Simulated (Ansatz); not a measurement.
# One crystal, many levels of theory: NbInO4 (P2/c), part 2 of 2

Aim: the gap of NbInO4 (P2/c) at several levels of theory on one structure, with the time that each takes.

Ansatz 0.2.0; density functionals, hybrids and G0W0, plane waves, PAW. Known limits of the many-body steps: finite bands, screening cutoff and k mesh; no spin-orbit coupling in G0W0; d shells not analysed.

So far. Step 8 (G0W0@HSE06, 4×2×4 mesh, 306 empty bands, screening to …): Over all 20 irreducible mesh points the G0W0 gap is 5.311 eV, from k = (0.250, 0.000, -0.250) to k = (0.250, 0.000, -0.500). The HSE06 gap of this run on the mesh is 4.899 eV. The two states that bound the G0W0 gap lie that far apart at the start, so the correction of the gap is 5.311 − 4.899 = +0.412 eV. G0W0@HSE06 against G0W0@r2SCAN with 356 bands (a further run, in the table below): 5.311 − 4.905 = +0.406 eV.

In doubt: masses and optical values from hybrid runs of this build are listed as unsure (steps 8, 9), which bears on the screening that GW takes from such a start.

## 10. Gap and time by level

Each gap is the least one over the points named; times are wall times on shared hosts, not benchmarks. A G0W0 time includes the run's own self-consistent start. Runs with listed points see these and the mesh alone, so an edge that moves elsewhere is missed. Rows marked * are further runs, not shown as steps, whose inputs differ from the G0W0 step on the same start in the columns given; solver thresholds can differ too.

```
       level   mesh       files, cutoff  bands summed, screening                          points  gap (eV)             valence top       conduction bottom  least direct gap (eV)   time
         LDA  6×4×4  soft_2 PAW, 420 eV                        -          mesh and listed points     3.197  (0.333, 0.000, -0.250)  (0.167, 0.000, -0.500)                  3.370  1.7 s
      r2SCAN  6×4×4  soft_2 PAW, 500 eV                        -                   mesh and path     3.797  (0.333, 0.000, -0.250)  (0.167, 0.000, -0.500)                  3.939  1.9 s
  r2SCAN+SOC  6×4×4  soft_2 PAW, 500 eV                        -          mesh and listed points     3.796  (0.333, 0.000, -0.250)  (0.167, 0.000, -0.500)                  3.938  3.8 s
       HSE06  4×4×4  soft_2 PAW, 420 eV                        -          mesh and listed points     4.840  (0.333, 0.000, -0.250)  (0.167, 0.000, -0.500)                  5.000   12 s
        PBE0  4×4×4  soft_2 PAW, 420 eV                        -          mesh and listed points     5.600  (0.333, 0.000, -0.250)  (0.167, 0.000, -0.500)                  5.756   13 s
G0W0@r2SCAN*  4×2×4  soft_2 PAW, 500 eV               158, 48 eV  all 20 irreducible mesh points     5.152  (0.250, 0.000, -0.250)  (0.250, 0.000, -0.500)                  5.282  6.5 s
G0W0@r2SCAN*  4×2×4  soft_2 PAW, 500 eV               356, 96 eV  all 20 irreducible mesh points     4.905  (0.250, 0.000, -0.250)  (0.250, 0.000, -0.500)                  5.012   10 s
 G0W0@r2SCAN  4×2×4  soft_2 PAW, 500 eV              709, 160 eV  all 20 irreducible mesh points     4.942  (0.250, 0.000, -0.250)  (0.250, 0.000, -0.500)                  5.061   22 s
G0W0@r2SCAN*  2×2×2  soft_2 PAW, 500 eV               356, 96 eV   all 8 irreducible mesh points     5.029  (0.000, -0.500, 0.000)  (0.000, -0.500, 0.000)                  5.029  3.2 s
  G0W0@HSE06  4×2×4  soft_2 PAW, 420 eV               356, 96 eV  all 20 irreducible mesh points     5.311  (0.250, 0.000, -0.250)  (0.250, 0.000, -0.500)                  5.417   31 s
   G0W0@PBE0  4×2×4  soft_2 PAW, 420 eV               356, 96 eV  all 20 irreducible mesh points     5.539  (0.250, 0.000, -0.250)  (0.250, 0.000, -0.500)                  5.649   30 s
```

Computed less measured, in eV, for the reports listed at the start; nothing is added to the computed values:

```
                                             row  computed (eV)  4.7 eV (2024)
                                        LDA, gap          3.197         −1.503
                                     r2SCAN, gap          3.797         −0.903
                                 r2SCAN+SOC, gap          3.796         −0.904
                                      HSE06, gap          4.840         +0.140
                                       PBE0, gap          5.600         +0.900
             G0W0@r2SCAN (709 bands, 4×2×4), gap          4.942         +0.242
                                 G0W0@HSE06, gap          5.311         +0.611
                                  G0W0@PBE0, gap          5.539         +0.839
G0W0@r2SCAN (709 bands, 4×2×4), least direct gap          5.061         +0.361
                    G0W0@HSE06, least direct gap          5.417         +0.717
                     G0W0@PBE0, least direct gap          5.649         +0.949
```

## 11. Outcome

| Quantity | Value |
| --- | --- |
| LDA, over mesh and listed points | 3.197 eV |
| r2SCAN, over mesh and path | 3.797 eV |
| r2SCAN+SOC, over mesh and listed points | 3.796 eV |
| HSE06, over mesh and listed points | 4.840 eV |
| PBE0, over mesh and listed points | 5.600 eV |
| G0W0@r2SCAN (709 bands, 4×2×4), over all 20 irreducible mesh points | 4.942 eV |
| G0W0@HSE06, over all 20 irreducible mesh points | 5.311 eV |
| G0W0@PBE0, over all 20 irreducible mesh points | 5.539 eV |
| known limits | finite bands, screening cutoff and k mesh; no spin-orbit coupling in G0W0; d shells not analysed |

**Reading.** The rows run from 3.197 eV (LDA) to 5.600 eV (PBE0). They differ in mesh, plane-wave cutoff, bands and screening cutoff of G0W0 and the points over which the gap was sought as well as in level, so only pairs that share these are like for like. r2SCAN+SOC against r2SCAN: 3.796 − 3.797 = −0.001 eV, with the same mesh, set of files (read in its fully relativistic form for the spin-orbit run) and cutoff, and both edges at the same k points. The spin-orbit run sees mesh and listed points alone, so its gap is an upper bound: the coupling can move an edge off these points, and the change over the zone, its sign included where it is small, is not known. PBE0 against HSE06: 5.600 − 4.840 = +0.760 eV, with the same mesh, files and cutoff, and both edges at the same k points. G0W0@PBE0 against G0W0@HSE06 with 356 bands: 5.539 − 5.311 = +0.228 eV, with the same mesh, files and cutoffs, and both edges at the same k points. G0W0@r2SCAN (709 bands, 4×2×4) moves the gap of its own start on the mesh by 4.942 − 3.846 = +1.096 eV, between the same two levels. Over mesh and path, r2SCAN puts the valence top at k = (0.333, 0.000, -0.250) and conduction bottom at k = (0.167, 0.000, -0.500), where no G0W0 correction was computed. The G0W0 gap over the whole zone is therefore not known from this run; at its settings it can only be equal to or under the 4.942 eV found, and no correction is carried over from another point. For the start itself the gap is 3.797 eV over mesh and path and 3.846 eV on the mesh of the G0W0 run, in runs that differ in mesh (6×4×4 and 4×2×4). G0W0@HSE06 moves the gap of its own start on the mesh by 5.311 − 4.899 = +0.412 eV, between the same two levels. Over mesh and listed points, HSE06 puts the valence top at k = (0.333, 0.000, -0.250) and conduction bottom at k = (0.167, 0.000, -0.500), where no G0W0 correction was computed. The G0W0 gap over the whole zone is therefore not known from this run; at its settings it can only be equal to or under the 5.311 eV found, and no correction is carried over from another point. For the start itself the gap is 4.840 eV over mesh and listed points and 4.899 eV on the mesh of the G0W0 run, in runs that differ in mesh (4×4×4 and 4×2×4). G0W0@PBE0 moves the gap of its own start on the mesh by 5.539 − 5.661 = −0.122 eV, between the same two levels. Over mesh and listed points, PBE0 puts the valence top at k = (0.333, 0.000, -0.250) and conduction bottom at k = (0.167, 0.000, -0.500), where no G0W0 correction was computed. The G0W0 gap over the whole zone is therefore not known from this run; at its settings it can only be equal to or under the 5.539 eV found, and no correction is carried over from another point. For the start itself the gap is 5.600 eV over mesh and listed points and 5.661 eV on the mesh of the G0W0 run, in runs that differ in mesh (4×4×4 and 4×2×4). What spin-orbit coupling does to the G0W0 levels was not computed, so no sum with the G0W0 gap is formed. Against experiment, G0W0@r2SCAN (709 bands, 4×2×4) at 4.942 eV lies +0.242 eV from 4.7 eV (2024). The differences hold parts that these runs do not separate: finite bands, cutoffs and mesh, points of the zone that were not corrected, the start of G0W0, spin-orbit coupling missing from it, static nuclei, no electron-hole attraction, and what each experiment reads as the gap. How much each gives is not known from the steps shown. For G0W0@r2SCAN: from 158 bands and 48 eV to 709 bands and 160 eV the gap moves by 4.942 − 5.152 = −0.210 eV (rung by rung 5.152, 4.905, 4.942 eV); bands and screening cutoff rise together, so their parts are not told apart. The gap turns back along the series (5.152, 4.905, 4.942 eV), so no line is drawn and the limit is not known. The other G0W0 rows are shown at one basis each (356 bands), so their distance from the limit is not known here. With the 2×2×2 mesh in place of the 4×2×4 mesh and all else as in the G0W0@r2SCAN row with 356 bands, the gap differs by 5.029 − 4.905 = +0.124 eV, and that of the start by 3.908 − 3.846 = +0.062 eV; an edge lies at another k point, so this need not be the shift of one pair of states. For G0W0@PBE0: the program's warnings for this run: coarse exchange mesh. The G0W0 runs are scalar-relativistic. One-shot GW is known to converge slowly in bands for compounds with shallow d shells. The cell holds In; the filling of the d shell and its place against the gap were not analysed here. G0W0@r2SCAN runs of this series with other atomic data on the same mesh, not shown as steps, give 4.903 eV (hard PAW, 1050 eV, 364 bands, screening to 96 eV; the table's row with the same empty bands and screening cutoff has 4.905 eV); where bands and cutoffs differ too, the part of the files is not isolated.

[Paths, hosts, dates, memory and timing lines, banners, echoed tables and standing remarks are left out of the program output.]

[Logs are printed without paths, hosts, clocks, repeated set-up lines and the standing remarks that a program may print on its own settings, such as how far it seeks lower states.]

[Runs of the session that timed out or met a known fault of the program may be left out.]

[Cells called generated may have been cut or substituted from an entry of the Crystallography Open Database or the Materials Project.]

[Hosts, paths, dates, database ids (printed as entryN), source tags and the programs' standing remarks are cut or masked in the printed files.]

[Where an RPA ε∞ is given, it is that of the G0W0 mesh and is not shown converged in it. Names of k-points follow the symmetry that the program found, which can be lower than the space group named. Band edges on a path are those of the sampled points; other points can move an edge, and change direct to indirect where valleys lie close.]

[Hybrid gaps are those of their k-mesh and are not shown converged in it.]
